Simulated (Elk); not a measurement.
An input for Elk 11.2.3 (patched build) (CaO (Fm-3m)):

```
tasks
  0

xctype
  20

rgkmax
  8.5

gmaxvr
  18.0

lmaxapw
  10

lmaxo
  8

nxlo
  2

lorbcnd
  .true.

autolinengy
  .true.

tshift
  .false.

ngridk
  6 6 6

swidth
  0.0005

maxscl
  80

vkloff
  0.05 0.15 0.25

nempty
  10

sppath
  './'

avec
  -0.0000000000 4.5420619907 4.5420619907
  4.5420619907 -0.0000000000 4.5420619907
  4.5420619907 4.5420619907 -0.0000000000

atoms
  2
  'Ca.in'
  1
  0.0000000000 0.0000000000 0.0000000000
  'O.in'
  1
  0.5000000000 0.5000000000 0.5000000000
```

```sh
OMP_NUM_THREADS=4 elk > log
```

Question: How long will it take on 4 threads of Arm Neoverse V2, shared host, and how much memory?

It took 42 s; on shared hardware allow 21 s to 84 s. Peak host memory was 0.17 GiB.

[Paths, hosts, dates, memory and timing lines, banners, echoed tables and standing remarks are left out of the program output.]

[Logs are printed without paths, hosts, clocks, repeated set-up lines and the standing remarks that a program may print on its own settings, such as how far it seeks lower states.]

[Runs of the session that timed out or met a known fault of the program may be left out.]

[Hosts, paths, dates, database ids (printed as entryN), source tags and the programs' standing remarks are cut or masked in the printed files.]
